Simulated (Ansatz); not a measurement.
# Stack of 2H-WSTe under Hf2CO2 MXene, shifted by a third of the diagonal in a perpendicular field

Wanted: the out-of-plane response of the stack of 2H-WSTe under Hf2CO2 MXene, shifted by a third of the diagonal. A positive field points along +c.

Main program and level: Ansatz 0.2.0; plane-wave DFT, PBE-D3(BJ), Ansatz PAW.

## (1) The structure

The cell holds 8 atoms: 1 Te, 1 W, 1 S, 2 O, 2 Hf and 1 C. Its edges and angles: a = 3.327 Å, b = 3.327 Å, c = 54.217 Å, α = 90.0°, β = 90.0°, γ = 120.0°. Regions: layer 1: 2H-WSTe, 3 atoms (1 Te, 1 W and 1 S); layer 2: Hf2CO2 MXene, 5 atoms (2 O, 2 Hf and 1 C). Vacuum lies along c.

## (2) Relaxing the slab

The starting cell is a guess, so the in-plane lattice and the atoms are relaxed first, with the slab cut off from its images along the normal.

The input, input.yaml:

```yaml
crystal:
  lattice:
    - [3.327, 0.0, 0.0]
    - [-1.6635, 2.8812665184, 0.0]
    - [0.0, 0.0, 54.2165969895]
  atoms:
    - { symbol: Te, position: [0.3333333333, 0.6666666667, 0.3928686266] }
    - { symbol: W, position: [0.0, 0.0, 0.4315307495] }
    - { symbol: S, position: [0.3333333333, 0.6666666667, 0.461365183] }
    - { symbol: O, position: [0.6666666667, 0.3333333333, 0.5157765656] }
    - { symbol: Hf, position: [0.0, 0.0, 0.5375175395] }
    - { symbol: C, position: [0.3333333333, 0.6666666667, 0.5614539695] }
    - { symbol: Hf, position: [0.6666666667, 0.3333333333, 0.5853903994] }
    - { symbol: O, position: [0.0, 0.0, 0.6071313734] }
  periodic: [true, true, false]
kpoints:
  mp_grid: { grid: [12, 12, 1] }
hamiltonian:
  xc: pbe
  dispersion: d3bj
scf:
  occupations: { method: fermi_dirac, width: 0.05 }
  convergence: { dr2_threshold: 1.0e-09 }
relax:
  f_tol: 0.004
  max_steps: 90
  cell: {}
output:
  write_potential: true
  write_density: true
  volumetric_format: npy
```

The run is started by

```console
$ ansatz run input.yaml --threads 2 --pin off --max-ram 3072MiB --backend cpu --events-out ev --progress --plain --runs-dir out
```

Numbers of over 12 decimals in the logs are rounded to 6 here.

The log of the run:

```text
Warning: relax.cell: scf.convergence.dr2_threshold = 1e-9 eV is looser than the 1.71204562893e-10 eV advised for a relaxation that steers and ends on the stress (1e-10 eV for each atom of the cell: 8, times the square of relax.cell.stress_2d_tol = 0.05 N/m over 21.6 Å (the atoms' height at the walk's start and 5 Å past either face), 2.313e-2 GPa, over a crystal's default 0.05). What an SCF threshold leaves in a stress goes as its square root, and in the free energy as the threshold itself, and one threshold admits the most on a small cell: [figures from the program's tests cut] Set scf.convergence.dr2_threshold to 1.71204562893e-10 eV or tighter. [rest of the remark cut]
Engine: ansatz 0.2.0, x86_64-unknown-linux-gnu
Pseudopotentials: kind: paw
Pseudopotential: Te, paw, valence charge 16, recommended cutoff 420 eV (normal), Te.paw.azcp
Pseudopotential: W, paw, valence charge 14, recommended cutoff 420 eV (normal), W.paw.azcp
Pseudopotential: S, paw, valence charge 6, recommended cutoff 420 eV (normal), S.paw.azcp
Pseudopotential: O, paw, valence charge 6, recommended cutoff 420 eV (normal), O.paw.azcp
Pseudopotential: Hf, paw, valence charge 26, recommended cutoff 420 eV (normal), Hf.paw.azcp
Pseudopotential: C, paw, valence charge 4, recommended cutoff 420 eV (normal), C.paw.azcp
Functional definition: PBE
  parameter kappa = 0.804
  parameter beta = 0.066725
  exchange = pbe_x(kappa = kappa, mu = beta*pi^2/3)
  correlation = pbe_c(beta = beta)
Crystal: 8 atoms, lattice volume = 519.719 Å³
Basis set: ecut = 420 eV, 10297 PW (Γ), exchange–correlation on 48×48×750 points (8 copies of the dense FFT grid, shifted against one another)
Bands: 63, of which v1, the nominal top of the filled ones, is band 52 counted from 1 (51 counted from 0)
Symmetry: 6 space group operations
Space group: P3m1 (ITA 156), of the structure as read, at distance tolerance 8.0e-5 Å
k-points: 19 of 144 (time reversal used)
Non-local potential: Te, projectors of the file, l = 0: 2, l = 1: 2, l = 2: 2, l = 3: 2
Non-local potential: W, projectors of the file, l = 0: 3, l = 1: 2, l = 2: 2, l = 3: 1
Non-local potential: S, projectors of the file, l = 0: 2, l = 1: 2, l = 2: 2
Non-local potential: O, projectors of the file, l = 0: 2, l = 1: 2, l = 2: 1
Non-local potential: Hf, projectors of the file, l = 0: 3, l = 1: 2, l = 2: 2, l = 3: 3
Non-local potential: C, projectors of the file, l = 0: 2, l = 1: 2, l = 2: 1
PAW form: soft (Blöchl's): semilocal exchange-correlation on the pseudo side does not see the compensation charge
PAW one-centre angular grid: Te, 590 points (default); XC on 64 Gauss nodes
PAW one-centre angular grid: W, 590 points (default); XC on 64 Gauss nodes
PAW one-centre angular grid: S, 110 points (default); XC on 64 Gauss nodes
PAW one-centre angular grid: O, 110 points (default); XC on 64 Gauss nodes
PAW one-centre angular grid: Hf, 590 points (default); XC on 64 Gauss nodes
PAW one-centre angular grid: C, 110 points (default); XC on 64 Gauss nodes
Initial density: superposition of atomic densities (neutral atoms: chi_scale 0, normalization atom), corrected by the library's trained network
Initial wavefunctions: pseudopotential atomic-orbital guess
Functional: x = pbe(κ = 0.804, μ = 0.219515), c = pbe(β = 0.066725)
SCF iter   1: F=—  HF=-51103.755769 eV  |F-HF|=—  |Δ(HF+E_count)|=         —  Δρ=3.51e-3  dr2=7.50e-1  ethr=1.77e-3  ⟨swp⟩=13.6  Hψ=7557  notcnv=0  defer=12
preconditioner: auto → Resta (q_TF=auto, 2.087 Å⁻¹)  ε∞=2.5  [insulator: Δε(μ)=0.827 eV  Ē_g=11.269 eV  σ=0.050 eV  W_gap=1.00  n_scr=36 (ndim 8)  ℏωp=13.6 eV  f_vac=0.725  D(μ)=0.00/eV (n_scr^D=0)  ε∞_Penn≈2.5  vacuum switching on, ρ_ref=9.2e-3 e/Å³]
SCF iter   2: F=—  HF=-51104.260595 eV  |F-HF|=—  |Δ(HF+E_count)|=   5.05e-1  Δρ=9.82e-3  dr2=4.44e1  ethr=7.21e-4  ⟨swp⟩=4.6  Hψ=2222  notcnv=0  defer=63  recentre
preconditioner: auto → LDOS  [metal: Δε(μ)=0.044 eV  Ē_g=11.697 eV  σ=0.050 eV  W_gap=0.21  n_scr=36 (ndim 8)  ℏωp=13.6 eV  f_vac=0.725  D(μ)=5.48/eV (n_scr^D=22)  β→1.0]
SCF iter   3: F=—  HF=-51103.744496 eV  |F-HF|=—  |Δ(HF+E_count)|=   5.16e-1  Δρ=2.82e-3  dr2=5.89e-1  ethr=7.21e-4  ⟨swp⟩=4.4  Hψ=1994  notcnv=0  defer=57
SCF iter   4: F=—  HF=-51103.719073 eV  |F-HF|=—  |Δ(HF+E_count)|=   2.54e-2  Δρ=1.93e-3  dr2=2.98e-1  ethr=5.67e-4  ⟨swp⟩=2.6  Hψ=1630  notcnv=0  defer=59
SCF iter   5: F=—  HF=-51103.703479 eV  |F-HF|=—  |Δ(HF+E_count)|=   1.56e-2  Δρ=8.68e-4  dr2=1.84e-1  ethr=2.87e-4  ⟨swp⟩=2.7  Hψ=1579  notcnv=0  defer=72
SCF iter   6: F=—  HF=-51103.695075 eV  |F-HF|=—  |Δ(HF+E_count)|=   8.40e-3  Δρ=6.14e-4  dr2=9.64e-2  ethr=1.77e-4  ⟨swp⟩=2.4  Hψ=1673  notcnv=0  defer=74
SCF iter   7: F=—  HF=-51103.689091 eV  |F-HF|=—  |Δ(HF+E_count)|=   5.98e-3  Δρ=3.51e-4  dr2=4.25e-2  ethr=9.27e-5  ⟨swp⟩=1.8  Hψ=1218  notcnv=0  defer=74
SCF iter   8: F=—  HF=-51103.687326 eV  |F-HF|=—  |Δ(HF+E_count)|=   1.77e-3  Δρ=2.23e-4  dr2=1.74e-3  ethr=4.09e-5  ⟨swp⟩=1.7  Hψ=1255  notcnv=0  defer=74
SCF iter   9: F=—  HF=-51103.687439 eV  |F-HF|=—  |Δ(HF+E_count)|=   1.13e-4  Δρ=1.38e-4  dr2=2.29e-4  ethr=1.67e-6  ⟨swp⟩=2.8  Hψ=2255  notcnv=0  defer=76
SCF iter  10: F=—  HF=-51103.687403 eV  |F-HF|=—  |Δ(HF+E_count)|=   3.57e-5  Δρ=6.70e-5  dr2=1.12e-4  ethr=2.20e-7  ⟨swp⟩=3.3  Hψ=2380  notcnv=0  defer=76
SCF iter  11: F=—  HF=-51103.687391 eV  |F-HF|=—  |Δ(HF+E_count)|=   1.25e-5  Δρ=2.76e-5  dr2=1.04e-5  ethr=1.08e-7  ⟨swp⟩=2.9  Hψ=1951  notcnv=0  defer=76
SCF iter  12: F=—  HF=-51103.687422 eV  |F-HF|=—  |Δ(HF+E_count)|=   3.15e-5  Δρ=7.56e-6  dr2=2.31e-7  ethr=9.96e-9  ⟨swp⟩=3.1  Hψ=2279  notcnv=0  defer=76
SCF iter  13: F=—  HF=-51103.687114 eV  |F-HF|=—  |Δ(HF+E_count)|=   3.08e-4  Δρ=3.67e-6  dr2=1.93e-6  ethr=2.22e-10  ⟨swp⟩=3.9  Hψ=2838  notcnv=0  defer=76
SCF iter  14: F=—  HF=-51103.687114 eV  |F-HF|=—  |Δ(HF+E_count)|=   8.32e-9  Δρ=1.36e-6  dr2=3.09e-7  ethr=2.22e-10  ⟨swp⟩=2.4  Hψ=1530  notcnv=0  defer=76
SCF iter  15: F=—  HF=-51103.687114 eV  |F-HF|=—  |Δ(HF+E_count)|=  9.75e-10  Δρ=3.59e-7  dr2=1.81e-8  ethr=2.22e-10  ⟨swp⟩=1.7  Hψ=1369  notcnv=0  defer=76
SCF iter  16: F=—  HF=-51103.687114 eV  |F-HF|=—  |Δ(HF+E_count)|=   4.10e-9  Δρ=4.08e-7  dr2=1.39e-9  ethr=1.74e-11  ⟨swp⟩=2.7  Hψ=2138  notcnv=0  defer=76
SCF iter  17: F=-51103.687114 eV  HF=-51103.687114 eV  |F-HF|=7.64e-10  |Δ(HF+E_count)|=  5.02e-10  Δρ=1.39e-7  dr2=1.02e-10  ethr=1.00e-12  ⟨swp⟩=12.8  Hψ=10936  notcnv=0
SCF 1 converged in 17 iterations: F = -51103.687114 eV  dr2 = 1.02e-10
[...]
relax step   5: F+E_penalty+E_count = -51105.09213561 eV  Δ(F+E_penalty+E_count) = -4.514e-2 eV  max|allowed force component| = 1.075e-1 eV/Å  Δτ_max = 0.1950 Å  P = +0.032 N/m  Ω = 505.164 Å³  energy of the carried Pulay correction = +6.257e-3 eV  fix = [c, alpha, beta]  reactions: c +0.000 N/m  (15 SCF iters, accepted)
relax step   6: F+E_penalty+E_count = -51105.09266656 eV  Δ(F+E_penalty+E_count) = -5.309e-4 eV  max|allowed force component| = 1.859e-2 eV/Å  Δτ_max = 0.0345 Å  P = +0.003 N/m  Ω = 505.796 Å³  energy of the carried Pulay correction = +5.982e-3 eV  fix = [c, alpha, beta]  reactions: c +0.000 N/m  (12 SCF iters, accepted)
relax step   7: F+E_penalty+E_count = -51105.09279174 eV  Δ(F+E_penalty+E_count) = -1.252e-4 eV  max|allowed force component| = 7.236e-3 eV/Å  Δτ_max = 0.0129 Å  P = +0.007 N/m  Ω = 505.778 Å³  energy of the carried Pulay correction = +5.989e-3 eV  fix = [c, alpha, beta]  reactions: c +0.000 N/m  (11 SCF iters, accepted)
relax step   8: F+E_penalty+E_count = -51105.09279712 eV  Δ(F+E_penalty+E_count) = -5.374e-6 eV  max|allowed force component| = 2.224e-3 eV/Å  Δτ_max = 0.0003 Å  P = +0.001 N/m  Ω = 505.770 Å³  energy of the carried Pulay correction = +5.993e-3 eV  fix = [c, alpha, beta]  reactions: c +0.000 N/m  (7 SCF iters, accepted)
relax step   9: F+E_penalty+E_count = -51105.08743176 eV  Δ(F+E_penalty+E_count) = +5.365e-3 eV  max|allowed force component| = 2.250e-3 eV/Å  Δτ_max = 0.0000 Å  P = -0.096 N/m  Ω = 505.770 Å³  fix = [c, alpha, beta]  reactions: c -0.000 N/m  stress off target by 9.55e-2 N/m on what of the cell is left free  SCF on the basis re-selected at this cell (its energy is not comparable with the rows above)  (7 SCF iters)
relax step  10: F+E_penalty+E_count = -51105.08752939 eV  Δ(F+E_penalty+E_count) = -9.763e-5 eV  max|allowed force component| = 8.747e-4 eV/Å  Δτ_max = 0.0006 Å  P = +0.003 N/m  Ω = 505.576 Å³  energy of the carried Pulay correction = +8.681e-5 eV  fix = [c, alpha, beta]  reactions: c +0.000 N/m  (8 SCF iters, accepted)
iter 1 solved again at ethr=3.07e-7 eV; its pass at ethr=3.10e-3 eV (dr2=3.19e-4 eV) is discarded
SCF iter   1: F=—  HF=-51105.087812 eV  |F-HF|=—  |Δ(HF+E_count)|=         —  Δρ=1.76e-6  dr2=1.41e-8  ethr=3.07e-7  ⟨swp⟩=6.8  Hψ=13510  notcnv=0
eigensolver tolerance schedule: the retry pair's looser diagonalisation over-reported the residual by 22582.15 of it (diagonalisation noise at an unbounded share of the residual, at the tolerance the schedule requests for it); recorded, not acted on — ethr = c·dr2/N_el stays at c = 1.0e-1
SCF iter   2: F=—  HF=-51105.087456 eV  |F-HF|=—  |Δ(HF+E_count)|=   3.56e-4  Δρ=1.09e-6  dr2=2.44e-8  ethr=1.36e-11  ⟨swp⟩=7.8  Hψ=6386  notcnv=0
SCF iter   3: F=—  HF=-51105.087456 eV  |F-HF|=—  |Δ(HF+E_count)|=   1.86e-9  Δρ=6.93e-7  dr2=4.88e-9  ethr=1.36e-11  ⟨swp⟩=3.0  Hψ=1573  notcnv=0
SCF iter   4: F=—  HF=-51105.087456 eV  |F-HF|=—  |Δ(HF+E_count)|=  3.20e-10  Δρ=5.28e-7  dr2=1.75e-9  ethr=4.69e-12  ⟨swp⟩=2.8  Hψ=1671  notcnv=0
SCF iter   5: F=—  HF=-51105.087456 eV  |F-HF|=—  |Δ(HF+E_count)|=  2.69e-10  Δρ=2.69e-7  dr2=1.02e-9  ethr=1.00e-12  ⟨swp⟩=21.2  Hψ=12854  notcnv=0
SCF iter   6: F=-51105.087456 eV  HF=-51105.087456 eV  |F-HF|=4.37e-11  |Δ(HF+E_count)|=  1.82e-10  Δρ=7.89e-8  dr2=4.96e-11  ethr=1.00e-12  ⟨swp⟩=11.1  Hψ=8572  notcnv=0
SCF 11 converged in 6 iterations: F = -51105.087456 eV  dr2 = 4.96e-11
relax step  11: F+E_penalty+E_count = -51105.08745553 eV  Δ(F+E_penalty+E_count) = +7.386e-5 eV  max|allowed force component| = 8.771e-4 eV/Å  Δτ_max = 0.0000 Å  P = +0.002 N/m  Ω = 505.576 Å³  fix = [c, alpha, beta]  reactions: c +0.000 N/m  stress off target by 1.81e-3 N/m on what of the cell is left free  SCF on the basis re-selected at this cell (its energy is not comparable with the rows above)  (6 SCF iters)
basis re-selected at this cell: Δ(F+E_penalty+E_count) = +7.386e-5 eV, ΔP = -0.001 N/m vs the last step (what re-selecting the basis moved, of the pressure what is left beyond the Pulay correction that the steps carried, after the strain that the cell walked since its last selection, with what the two solves' SCF thresholds leave and, on support functions, any second-order correction that the steps lacked; it is no m [...]
WARN: The output density's exchange-correlation potential varies sharply where the density is thin. Do not read a vacuum level from v_tot or v_xc, or from such a field of the output density. On a cell that repeats whose density bears no net charge and no dipole along the vacuum's axis use v_es (v_loc + v_h of the components); under efield.dipole_correction with no amplitude use v_es + v_field, which holds any externa [...]
SCF converged after 6 iterations
Free energy (F): -51105.087456 eV
Harris-Foulkes:  -51105.087456 eV  (|F-HF|=4.37e-11)
Internal energy: -51105.087453 eV  (E = F + TS)
E sigma→0 (E₀):  -51105.087454 eV
Entropy (-TS):   -0.000003 eV (-0.000 meV/atom)
Fermi energy:    -4.198933 eV
--- Per-component energies (eV) ---
  E_band       = -2431.085969
  E_kinetic    = 2022.872638
  E_local      = -993117.225884  (includes V_loc(G=0)·N_el)
  E_nonlocal   = -2644.666739
  E_hartree    = 495130.799055
  E_xc         = -1285.706209
  E_vxc        = -1212.950532  (∫ρ·V_xc dr)
  E_paw        = -28095.512892  (= ΣΔE_a)
  E_vpaw       = 2259.280694  (= ΣTr[D̂ρ^β])
  E_aug_tail   = 0.004642  (compensation charges beyond the density's cutoff)
  E_ewald      = 476886.682557
  E_disp       = -2.334620  (pairwise vdW)
  E_smearing   = -0.000003  (= −TS)
  E_closure    = 0.000000  (closes the sum)
  Σ components = -51105.087456   (vs F -51105.087456, Δ=0.00e0)
--- Forces (eV/Å), atoms counted from 1 ---
  atom   1  Te    -0.00000000    -0.00000000    -0.00006503
  atom   2  W      0.00000000    -0.00000000    -0.00087704
  atom   3  S      0.00000000     0.00000000     0.00082906
  atom   4  O      0.00000000    -0.00000000    -0.00052391
  atom   5  Hf     0.00000000     0.00000000     0.00005457
  atom   6  C     -0.00000000    -0.00000000     0.00041088
  atom   7  Hf    -0.00000000     0.00000000     0.00046668
  atom   8  O      0.00000000    -0.00000000    -0.00029447
  max |Σ_I F_I| component: 7.37e-7 eV/Å
--- 2D stress c σ (N/m, compression-positive) ---
        0.001813       0.000000       0.000000
        0.000000       0.001813      -0.000000
        0.000000      -0.000000       0.000000
  P = ½ c Tr σ = 0.0018 N/m
--- Band table (eV; the first three rows and the last of 19) ---
  k-point 0: bands = [... 48 lower, -5.6705, -4.8544, -4.6683, -4.6683, -2.4376, -2.4376, -2.0927, -2.0927, ... 7 higher]
  k-point 1: bands = [... 48 lower, -5.7715, -5.2702, -4.9242, -4.8977, -2.4848, -2.2066, -2.1176, -2.0224, ... 7 higher]
  k-point 2: bands = [... 48 lower, -5.9198, -5.6791, -5.3776, -5.2016, -2.8685, -2.8053, -2.1087, -2.1005, ... 7 higher]
  k-point 18: bands = [... 48 lower, -7.0961, -7.0601, -7.0482, -5.2207, -3.3588, -2.5023, -2.0978, -1.4757, ... 7 higher]
  the weakly bound empty levels are not read free of the cell's end (no_gap_told)
--- Relaxed structure (9 steps of the walk, 9 accepted, 2 SCFs on fresh bases) ---
  F+E_penalty+E_count = -51105.08745553 eV   max|allowed force component| = 8.771e-4 eV/Å   (the final SCF, on the basis selected at the relaxed cell)
  cell:  # Å, volume = 505.5765 Å³
    - [3.281421, 0.0, 0]
    - [-1.640711, 2.841794, 0]
    - [0, 0, 54.2165969895]
  atoms:
    - { symbol: Te, position: [0.333333, 0.666667, 0.401488] }
    - { symbol: W, position: [-6.547845819506938e-18, -3.238150488543884e-17, 0.437254] }
    - { symbol: S, position: [0.333333, 0.666667, 0.464922] }
    - { symbol: O, position: [0.666667, 0.333333, 0.515553] }
    - { symbol: Hf, position: [-2.8916811608528017e-17, -3.238150488543957e-17, 0.532533] }
    - { symbol: C, position: [0.333333, 0.666667, 0.557846] }
    - { symbol: Hf, position: [0.666667, 0.333333, 0.583158] }
    - { symbol: O, position: [-3.2815915645973924e-17, -3.238150488543928e-17, 0.600280] }
```

Elapsed: 16 min, on 2 threads of Intel Xeon at 2.50GHz (Skylake/Cascade Lake), shared host; peak memory 1.2 GiB.

Relaxation path:

```
step  energy less that of the first step (eV)  largest force component (eV/Å)  volume (Å³)
   1                                   0.0000                          4.3548       519.72
   2                                  -1.1535                          2.2927       509.59
   3                                  -1.3515                          0.2386       515.09
   4                                  -1.3599                          0.1870       514.30
   5                                  -1.4050                          0.1075       505.16
   6                                  -1.4056                          0.0186       505.80
   7                                  -1.4057                          0.0072       505.78
   8                                  -1.4057                          0.0022       505.77
  9*                                  -1.4003                          0.0022       505.77
  10                                  -1.4004                          0.0009       505.58
 11*                                  -1.4003                          0.0009       505.58
```

Relaxation steps marked * repeat the geometry before them on a plane-wave basis chosen anew for their cell, so energy and pressure can jump there.

Forces are held to the 6 operations that the run works with; a distortion that breaks them can't arise in this run.

```csv
cell as run,before,after,change
a (Å),3.327,3.281,-1.4 %
b (Å),3.327,3.281,-1.4 %
```

The atoms that moved most (Å, along periodic axes as changes of fractional coordinates times the final cell, across vacuum about the mean position):

```csv
atom,dx,dy,dz,length
Te1,0.000,0.000,0.467,0.467
O8,0.000,0.000,-0.371,0.371
W2,0.000,0.000,0.310,0.310
Hf5,0.000,0.000,-0.270,0.270
C6,0.000,0.000,-0.196,0.196
S3,0.000,0.000,0.193,0.193
Hf7,0.000,0.000,-0.121,0.121
O4,0.000,0.000,-0.012,0.012
```

The relaxed structure:

```cif
data_structure
_symmetry_space_group_name_H-M 'P 1'
_symmetry_Int_Tables_number 1
_cell_length_a 3.2814
_cell_length_b 3.2814
_cell_length_c 54.2166
_cell_angle_alpha 90.000
_cell_angle_beta 90.000
_cell_angle_gamma 120.000
_cell_volume 505.58
loop_
_atom_site_label
_atom_site_type_symbol
_atom_site_fract_x
_atom_site_fract_y
_atom_site_fract_z
_atom_site_occupancy
Te1 Te 0.33333 0.66667 0.40149 1
W2 W 0.00000 0.00000 0.43725 1
S3 S 0.33333 0.66667 0.46492 1
O4 O 0.66667 0.33333 0.51555 1
Hf5 Hf 0.00000 0.00000 0.53253 1
C6 C 0.33333 0.66667 0.55785 1
Hf7 Hf 0.66667 0.33333 0.58316 1
O8 O 0.00000 0.00000 0.60028 1
```

The lattice constant a goes from 3.327 to 3.281 Å.

[end of part 1 of 2]

[Logs are printed without paths, hosts, clocks, repeated set-up lines and the standing remarks that a program may print on its own settings, such as how far it seeks lower states.]

[Hosts, paths, dates, database ids (printed as entryN), source tags and the programs' standing remarks are cut or masked in the printed files.]

[Maps of the electrostatic potential energy from Ansatz leave out the sawtooth potential of an applied field or a dipole correction, so their vacuum need not be flat; planar profiles and work functions include it.]
